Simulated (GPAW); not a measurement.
# Calculated records

```cif
data_naasf6
_symmetry_space_group_name_H-M 'R-3:H'
_symmetry_Int_Tables_number 148
_cell_length_a 5.0966
_cell_length_b 5.0966
_cell_length_c 14.1219
_cell_angle_alpha 90.000
_cell_angle_beta 90.000
_cell_angle_gamma 120.000
_cell_volume 317.68
loop_
_atom_site_label
_atom_site_type_symbol
_atom_site_symmetry_multiplicity
_atom_site_Wyckoff_symbol
_atom_site_fract_x
_atom_site_fract_y
_atom_site_fract_z
_atom_site_occupancy
Na1 Na 3 b 0.33333 0.66667 0.16667 1
As1 As 3 a 0.00000 0.00000 0.00000 1
F1 F 18 f 0.94806 0.61006 0.26193 1
_calc_subject 'NaAsF6 (R-3): one start, several treatments of the self-energy'
_calc_method 'DFT, LDA, plane waves, PAW (and 3 further levels or steps)'
_calc_program 'GPAW 26.7.0'
_calc_settings_of_one_run 'cutoff 600 eV, GPAW PAW setups 1.2.1 data release, 2×2×2 k-mesh, nbands 366'
_calc_cost '6 runs, 3.5 min in all on 4 MPI ranks of Arm Neoverse V1, shared host (the runs of this entry)'
_calc_notes 'The cell and positions are those that the Materials Project relaxed with its own functionals (PBE, PBE+U or r2SCAN), kept fixed. Limits: no spin-orbit coupling. Bands and cutoff are finite, so the gap is not at the basis limit. The miss can reach some tenths of an eV and take either sign; the mesh is an error of its own. The program warns of a poor linear fit in the extrapolation of some level, so the extrapolated values are rough. The 2×2×2 mesh is coarse for this cell, which bears on the long-range parts of exchange and screening.'
_calc_g0w0_godby_needs_plasmon_pole '10.866 eV'
_calc_one_shot_hse06 '8.318 eV'
_calc_g0w0_extrapolated_in_the_cutoff '10.724 eV'
_calc_one_shot_hartree_fock '18.945 eV'
_calc_g0w0_full_frequency_hilbert_transform '10.818 eV'
_calc_known_limits 'not at the basis limit; no spin-orbit coupling; coarse k mesh'
```

[Paths, hosts, dates, memory and timing lines, banners, echoed tables and standing remarks are left out of the program output.]

[Logs are printed without paths, hosts, clocks, repeated set-up lines and the standing remarks that a program may print on its own settings, such as how far it seeks lower states.]

[Runs of the session that timed out or met a known fault of the program may be left out.]

[Hosts, paths, dates, database ids (printed as entryN), source tags and the programs' standing remarks are cut or masked in the printed files.]
